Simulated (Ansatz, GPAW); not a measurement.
# Cutoff, mesh and smearing for a 6-layer slab of Pb(111), part 2 of 3

Aim: the settings at which the work function of a 6-layer slab of Pb(111) stops moving.

GPAW 26.7.0 and Ansatz 0.2.0; Ansatz plane waves; slab in vacuum with a dipole correction, relaxation (the session's first sound run).

So far, upper work function (eV): step 2 (relaxation) 3.77.

## Step 3: Plane waves, PBE

With the geometry fixed, the planar mean of the potential gives the vacuum level on each side.

This step: GPAW, PAW setups; slab in vacuum (GPAW 26.7.0).

Input file run.py:

```python
import json
import numpy as np
from ase import Atoms
from gpaw import GPAW, PW

slab = Atoms(
    ['Pb', 'Pb', 'Pb', 'Pb', 'Pb', 'Pb'],
    positions=[
        [1.75009, 1.01041, 7.00000],
        [3.50018, 2.02083, 9.85788],
        [0.00000, 0.00000, 12.71577],
        [1.75009, 1.01041, 15.67104],
        [3.50018, 2.02083, 18.66184],
        [-0.00000, 0.00000, 21.44976]],
    cell=[[3.50018, 0.0, 0.0], [1.75009, 3.03124, 0.0], [0.0, 0.0, 28.28942]],
    pbc=[True, True, False])

slab.calc = GPAW(mode=PW(400), xc='PBE', kpts={'size': (10, 10, 1), 'gamma': True},
                 occupations={'name': 'fermi-dirac', 'width': 0.1}, nbands='140%',
                 convergence={'density': 1e-05}, maxiter=200,
                 poissonsolver={'dipolelayer': 'xy'},
                 symmetry={'tolerance': 1e-3}, txt='slab.txt')
result = {}
energy = slab.get_potential_energy()
fermi = slab.calc.get_fermi_level()
v = slab.calc.get_electrostatic_potential().mean((0, 1)) - fermi
n = slab.calc.get_pseudo_density().mean((0, 1))
L = slab.cell[2, 2]
z = np.arange(len(v)) * L / len(v)
low, high = slab.positions[:, 2].min(), slab.positions[:, 2].max()
below, above = np.interp([low - 4.8, high + 4.8], z, v)
slopes = [np.interp(x, z, np.gradient(v, z)) for x in (low - 4.8, high + 4.8)]
eps = np.array([[slab.calc.get_eigenvalues(k, s) for k in range(len(slab.calc.get_ibz_k_points()))]
                for s in range(slab.calc.get_number_of_spins())]) - fermi
top, bottom = eps[eps < 0].max(), eps[eps > 0].min()
dipole = slab.get_dipole_moment()[2]
print(f'energy {energy:.4f} eV, Fermi level {fermi:.4f} eV, dipole {dipole:.5f} e A')
print(f'potential 4.8 A off the faces, from the Fermi level: lower {below:.4f} eV, upper {above:.4f} eV')
print(f'slope of the potential there: lower {slopes[0]:.5f}, upper {slopes[1]:.5f} eV/A')
print(f'nearest levels on the mesh: {top:.4f} and {bottom:.4f} eV')
print('magnetic moment', round(slab.get_magnetic_moment(), 3))
result.update(energy=energy, fermi=fermi, dipole=dipole, below=below, above=above, slopes=slopes, edges=[top, bottom],
              z=z.tolist(), v=v.tolist(), n=n.tolist(), positions=slab.positions.tolist(),
              forces=slab.get_forces(apply_constraint=False).tolist(), moments=slab.get_magnetic_moments().tolist())
json.dump(result, open('result.json', 'w'))
```

Started as:

```
OMP_NUM_THREADS=1 OPENBLAS_NUM_THREADS=1 python run.py
```

The program printed:

```text
energy -22.0047 eV, Fermi level 3.1353 eV, dipole -0.00080 e A
potential 4.8 A off the faces, from the Fermi level: lower 3.7759 eV, upper 3.7982 eV
slope of the potential there: lower -0.00146, upper 0.00147 eV/A
nearest levels on the mesh: -0.0916 and 0.0033 eV
magnetic moment 0.0
```

The job ended after 2.6 min (1 thread of Arm Neoverse V2, shared host; peak memory 0.28 GiB).

Numbers from this step:

* dipole along the normal: -7.96e-4 e·Å
* levels nearest the Fermi level on the mesh: -0.09158, 0.003313 eV from the Fermi level
* upper work function: 3.798 eV
* lower work function: 3.776 eV

The electrostatic potential energy of an electron (without an applied field's), less the Fermi level, planar mean oscillates, so the rows of the table below give means over windows of 2.83 Å about each position, cut where the curve ends. Its maxima inside the range that stand out by 2 % of the span (Å: eV): 8.5: 1.20, 11.3: 1.14, 14.1: 1.48, 17.2: 1.60, 20.0: 0.965. Its minima: 7.0: -21.8, 9.8: -21.9, 12.7: -21.8, 15.7: -21.8, 18.7: -21.9, 21.5: -21.8.

Electrostatic potential energy of an electron (without an applied field's), less the Fermi level, planar mean against z; means over each step:

| z (Å) | electrostatic potential energy of an electron (without an applied field's), less the Fermi level, planar mean (eV) |
| --- | --- |
| 1.42 | 3.78 |
| 4.25 | 3.50 |
| 7.08 | -7.59 |
| 9.91 | -7.67 |
| 12.73 | -7.68 |
| 15.57 | -7.64 |
| 18.39 | -7.57 |
| 21.23 | -7.66 |
| 24.05 | 3.41 |
| 26.88 | 3.80 |

The pseudo valence density, planar mean oscillates, so the rows of the table below give means over windows of 2.93 Å about each position, cut where the curve ends. Its maxima inside the range that stand out by 2 % of the span (Å: e/Å³): 6.9: 1.16, 9.8: 1.20, 12.8: 1.18, 15.7: 1.19, 18.7: 1.20, 21.4: 1.17. Its minima: 8.4: 0.108, 11.3: 0.105, 14.2: 0.0955, 17.2: 0.0894, 20.1: 0.117.

Table of pseudo valence density, planar mean by z; means over each step:

```csv
z (Å),"pseudo valence density, planar mean (e/Å³)"
1.47,1.4e-5
4.40,0.0143
7.33,0.451
10.26,0.454
13.19,0.450
16.12,0.447
19.05,0.458
21.98,0.426
24.91,0.00179
27.84,3.5e-6
```

Force by atom:

```
atom  x (eV/Å)  y (eV/Å)  z (eV/Å)   size
 Pb1     0.000     0.000     0.084  0.084
 Pb2     0.000     0.000    -0.212  0.212
 Pb3     0.000     0.000     0.137  0.137
 Pb4     0.000     0.000    -0.004  0.004
 Pb5     0.000     0.000     0.015  0.015
 Pb6     0.000     0.000    -0.019  0.019
```

The potential is flat to 0.001 eV/Å where it is read, so the vacuum is wide enough. The geometry is the other program's minimum; here the largest force on a free atom is 0.019 eV/Å.

## Step 4: Cutoff 200

The cutoff limits how sharply the smooth valence waves can vary, which tells mostly near the atoms.

run.py: that of step 3 with these lines changed.

```diff
@@ -17,3 +17,3 @@
 
-slab.calc = GPAW(mode=PW(400), xc='PBE', kpts={'size': (10, 10, 1), 'gamma': True},
+slab.calc = GPAW(mode=PW(200), xc='PBE', kpts={'size': (10, 10, 1), 'gamma': True},
                  occupations={'name': 'fermi-dirac', 'width': 0.1}, nbands='140%',
```

The program printed:

```text
energy -16.7900 eV, Fermi level 3.1472 eV, dipole -0.00332 e A
potential 4.8 A off the faces, from the Fermi level: lower 3.7850 eV, upper 3.7957 eV
slope of the potential there: lower -0.00592, upper -0.00186 eV/A
nearest levels on the mesh: -0.0879 and 0.0013 eV
magnetic moment 0.0
```

It took 65 s on 1 thread; peak memory 0.17 GiB.

The run finished. A setting was moved off its sound value on purpose, so it serves as a test and not as the result.

The fault put into the input: a cutoff under that of the base run: the energy of the cell lies 5.2 eV from the base value (ecut = 200).

The two runs compared:

```
                     quantity    this run  sound run  difference
dipole along the normal (e·Å)  -0.0033220  -7.960e-4    -0.00253
     upper work function (eV)      3.7957     3.7982    -0.00248
     lower work function (eV)      3.7850     3.7759     0.00914
```

## Step 5: Cutoff 300

The cutoff limits how sharply the smooth valence waves can vary, which tells mostly near the atoms.

run.py: that of step 4 with these lines changed.

```diff
@@ -17,3 +17,3 @@
 
-slab.calc = GPAW(mode=PW(200), xc='PBE', kpts={'size': (10, 10, 1), 'gamma': True},
+slab.calc = GPAW(mode=PW(300), xc='PBE', kpts={'size': (10, 10, 1), 'gamma': True},
                  occupations={'name': 'fermi-dirac', 'width': 0.1}, nbands='140%',
```

The program printed:

```text
energy -19.4107 eV, Fermi level 3.1396 eV, dipole -0.00084 e A
potential 4.8 A off the faces, from the Fermi level: lower 3.7787 eV, upper 3.8004 eV
slope of the potential there: lower -0.00194, upper 0.00176 eV/A
nearest levels on the mesh: -0.0886 and 0.0023 eV
magnetic moment 0.0
```

Run time: 1.8 min. Hardware: 1 thread; peak memory 0.22 GiB.

The run finished. A setting was moved off its sound value on purpose, so it serves as a test and not as the result.

The fault put into the input: a cutoff under that of the base run: the energy of the cell lies 2.6 eV from the base value (ecut = 300).

The two runs compared:

```csv
quantity,this run,sound run,difference
upper work function (eV),3.8004,3.7982,0.00226
lower work function (eV),3.7787,3.7759,0.00283
```

## Step 6: Cutoff 700: ecut = 700

The cutoff limits how sharply the smooth valence waves can vary, which tells mostly near the atoms.

run.py: that of step 5 with these lines changed.

```diff
@@ -17,3 +17,3 @@
 
-slab.calc = GPAW(mode=PW(300), xc='PBE', kpts={'size': (10, 10, 1), 'gamma': True},
+slab.calc = GPAW(mode=PW(700), xc='PBE', kpts={'size': (10, 10, 1), 'gamma': True},
                  occupations={'name': 'fermi-dirac', 'width': 0.1}, nbands='140%',
```

The program printed:

```text
energy -22.4940 eV, Fermi level 3.1339 eV, dipole -0.00079 e A
potential 4.8 A off the faces, from the Fermi level: lower 3.7760 eV, upper 3.7979 eV
slope of the potential there: lower -0.00138, upper 0.00131 eV/A
nearest levels on the mesh: -0.0921 and 0.0035 eV
magnetic moment 0.0
```

Elapsed: 6.2 min, on 1 thread; peak memory 0.51 GiB.

Numbers from this step:

```
dipole along the normal                    : -7.93e-4 e·Å
levels nearest the Fermi level on the mesh : -0.09206, 0.003502 eV from the Fermi level
```

The electrostatic potential energy of an electron (without an applied field's), less the Fermi level, planar mean oscillates, so the rows of the table below give means over windows of 2.91 Å about each position, cut where the curve ends. Its maxima inside the range that stand out by 2 % of the span (Å: eV): 8.4: 1.22, 11.3: 1.14, 14.2: 1.49, 17.1: 1.59, 20.1: 0.921. Its minima: 7.0: -21.7, 9.8: -21.5, 12.8: -21.7, 15.7: -21.9, 18.7: -21.9, 21.4: -21.8.

The electrostatic potential energy of an electron (without an applied field's), less the Fermi level, planar mean by z; means over each step:

| z (Å) | electrostatic potential energy of an electron (without an applied field's), less the Fermi level, planar mean (eV) |
| --- | --- |
| 1.46 | 3.78 |
| 4.37 | 3.38 |
| 7.28 | -7.40 |
| 10.19 | -7.44 |
| 13.10 | -7.39 |
| 16.01 | -7.35 |
| 18.91 | -7.46 |
| 21.83 | -7.04 |
| 24.73 | 3.72 |
| 27.65 | 3.80 |

The pseudo valence density, planar mean oscillates, so the rows of the table below give means over windows of 2.91 Å about each position, cut where the curve ends. Its maxima inside the range that stand out by 2 % of the span (Å: e/Å³): 7.0: 1.19, 9.9: 1.20, 12.8: 1.19, 15.7: 1.20, 18.6: 1.17, 21.5: 1.19. Its minima: 8.4: 0.107, 11.3: 0.105, 14.2: 0.0949, 17.1: 0.0894, 20.0: 0.116.

Pseudo valence density, planar mean against z; means over each step:

z (Å), pseudo valence density, planar mean (e/Å³) and a bar:
```
     1.46       0.00 
     4.37       0.01 #
     7.28       0.45 ##############################
    10.19       0.46 ##############################
    13.10       0.45 ##############################
    16.01       0.45 #############################
    18.91       0.46 ##############################
    21.83       0.44 #############################
    24.73       0.00 
    27.65       0.00
```

Force by atom:

```
atom  x (eV/Å)  y (eV/Å)  z (eV/Å)   size
 Pb1     0.000     0.000     0.087  0.087
 Pb2     0.000     0.000    -0.213  0.213
 Pb3     0.000     0.000     0.139  0.139
 Pb4     0.000     0.000    -0.007  0.007
 Pb5     0.000     0.000     0.013  0.013
 Pb6     0.000     0.000    -0.020  0.020
```

The upper face's work function is 3.798 eV, against 3.798 eV in the first plane-wave PBE run at this geometry.

## Step 7: K mesh 3×3

The mesh in the plane samples the bands: a metal's Fermi level needs it dense, and band edges must lie on it.

run.py: that of step 6 with these lines changed.

```diff
@@ -17,3 +17,3 @@
 
-slab.calc = GPAW(mode=PW(700), xc='PBE', kpts={'size': (10, 10, 1), 'gamma': True},
+slab.calc = GPAW(mode=PW(400), xc='PBE', kpts={'size': (3, 3, 1), 'gamma': True},
                  occupations={'name': 'fermi-dirac', 'width': 0.1}, nbands='140%',
```

The program printed:

```text
energy -21.5611 eV, Fermi level 2.8636 eV, dipole -0.00135 e A
potential 4.8 A off the faces, from the Fermi level: lower 3.7551 eV, upper 3.7869 eV
slope of the potential there: lower -0.00136, upper 0.00133 eV/A
nearest levels on the mesh: -0.5637 and 0.0162 eV
magnetic moment 0.0
```

Elapsed: 45 s, on 1 thread; peak memory 0.22 GiB.

The run finished with changed settings (kpts = [3, 3]); it serves as a test.

Side by side:

```csv
quantity,this run,sound run,difference
upper work function (eV),3.7869,3.7982,-0.0113
lower work function (eV),3.7551,3.7759,-0.0208
```

## Step 8: K mesh 6×6

The mesh in the plane samples the bands: a metal's Fermi level needs it dense, and band edges must lie on it.

run.py: that of step 7 with these lines changed.

```diff
@@ -17,3 +17,3 @@
 
-slab.calc = GPAW(mode=PW(400), xc='PBE', kpts={'size': (3, 3, 1), 'gamma': True},
+slab.calc = GPAW(mode=PW(400), xc='PBE', kpts={'size': (6, 6, 1), 'gamma': True},
                  occupations={'name': 'fermi-dirac', 'width': 0.1}, nbands='140%',
```

The program printed:

```text
energy -21.9224 eV, Fermi level 3.1761 eV, dipole -0.00009 e A
potential 4.8 A off the faces, from the Fermi level: lower 3.8076 eV, upper 3.8178 eV
slope of the potential there: lower -0.00140, upper 0.00142 eV/A
nearest levels on the mesh: -0.1714 and 0.1123 eV
magnetic moment 0.0
```

Run time: 81 s. Hardware: 1 thread; peak memory 0.24 GiB.

The run finished with changed settings (kpts = [6, 6]); it serves as a test.

The two runs compared:

```csv
quantity,this run,sound run,difference
upper work function (eV),3.8178,3.7982,0.0196
lower work function (eV),3.8076,3.7759,0.0317
```

One result that differs is the lower work function, 3.81 eV against 3.78 eV.

## Step 9: K mesh 15×15: kpts = [15, 15]

The mesh in the plane samples the bands: a metal's Fermi level needs it dense, and band edges must lie on it.

run.py: that of step 8 with these lines changed.

```diff
@@ -17,3 +17,3 @@
 
-slab.calc = GPAW(mode=PW(400), xc='PBE', kpts={'size': (6, 6, 1), 'gamma': True},
+slab.calc = GPAW(mode=PW(400), xc='PBE', kpts={'size': (15, 15, 1), 'gamma': True},
                  occupations={'name': 'fermi-dirac', 'width': 0.1}, nbands='140%',
```

The program printed:

```text
energy -22.0423 eV, Fermi level 3.1494 eV, dipole -0.00043 e A
potential 4.8 A off the faces, from the Fermi level: lower 3.7710 eV, upper 3.7870 eV
slope of the potential there: lower -0.00146, upper 0.00146 eV/A
nearest levels on the mesh: -0.0206 and 0.0573 eV
magnetic moment 0.0
```

Wall time 4.7 min (1 thread); peak memory 0.37 GiB.

Numbers from this step:

* dipole along the normal: -4.29e-4 e·Å
* levels nearest the Fermi level on the mesh: -0.02063, 0.05729 eV from the Fermi level
* upper work function: 3.787 eV
* lower work function: 3.771 eV

The upper face's work function is 3.787 eV, against 3.798 eV in the first plane-wave PBE run at this geometry.

## Step 10: Scheme Fermi-Dirac, smearing 0.3

Smearing changes the occupations near the Fermi level, and with them the level itself. Smearing helps the SCF of a metal converge, but it blurs occupations at band edges near the Fermi level.

run.py: that of step 9 with these lines changed.

```diff
@@ -17,4 +17,4 @@
 
-slab.calc = GPAW(mode=PW(400), xc='PBE', kpts={'size': (15, 15, 1), 'gamma': True},
-                 occupations={'name': 'fermi-dirac', 'width': 0.1}, nbands='140%',
+slab.calc = GPAW(mode=PW(400), xc='PBE', kpts={'size': (10, 10, 1), 'gamma': True},
+                 occupations={'name': 'fermi-dirac', 'width': 0.3}, nbands='140%',
                  convergence={'density': 1e-05}, maxiter=200,
```

The program printed:

```text
energy -22.0071 eV, Fermi level 3.1301 eV, dipole -0.00026 e A
potential 4.8 A off the faces, from the Fermi level: lower 3.8032 eV, upper 3.8163 eV
slope of the potential there: lower -0.00162, upper 0.00161 eV/A
nearest levels on the mesh: -0.0025 and 0.0032 eV
magnetic moment 0.0
```

The job ended after 2.6 min (1 thread; peak memory 0.28 GiB).

Numbers from this step:

```
dipole along the normal                    : -2.58e-4 e·Å
levels nearest the Fermi level on the mesh : -0.002486, 0.003174 eV from the Fermi level
upper work function                        : 3.816 eV
lower work function                        : 3.803 eV
```

The electrostatic potential energy of an electron (without an applied field's), less the Fermi level, planar mean oscillates, so the rows of the table below give means over windows of 2.88 Å about each position, cut where the curve ends. Its maxima inside the range that stand out by 2 % of the span (Å: eV): 8.4: 1.19, 11.3: 1.14, 14.1: 1.48, 17.2: 1.60, 20.0: 0.942. Its minima: 7.0: -21.8, 9.8: -21.9, 12.7: -21.8, 15.7: -21.8, 18.7: -21.9, 21.5: -21.8.

Table of electrostatic potential energy of an electron (without an applied field's), less the Fermi level, planar mean by z; means over each step:

```csv
z (Å),"electrostatic potential energy of an electron (without an applied field's), less the Fermi level, planar mean (eV)"
1.44,3.80
4.32,3.46
7.20,-7.46
10.08,-7.54
12.96,-7.50
15.84,-7.47
18.72,-7.52
21.60,-7.34
24.48,3.67
27.36,3.82
```

The upper face's work function is 3.816 eV, against 3.798 eV in the first plane-wave PBE run at this geometry.

## Step 11: All levels side by side

Times are for 1 thread of Arm Neoverse V2, shared host. The series side by side:

```
no.                               run  upper work function (eV)  lower work function (eV)     time  memory (GiB)
  1                                pw                     3.798                     3.776  2.6 min          0.28
  2                        cutoff 700                     3.798                     3.776  6.2 min          0.51
  3                      k mesh 15×15                     3.787                     3.771  4.7 min          0.37
  4  scheme Fermi-Dirac, smearing 0.3                     3.816                     3.803  2.6 min          0.28
```

(Continued in part 3 of 3.)

[Logs are printed without paths, hosts, clocks, repeated set-up lines and the standing remarks that a program may print on its own settings, such as how far it seeks lower states.]

[Hosts, paths, dates, database ids (printed as entryN), source tags and the programs' standing remarks are cut or masked in the printed files.]
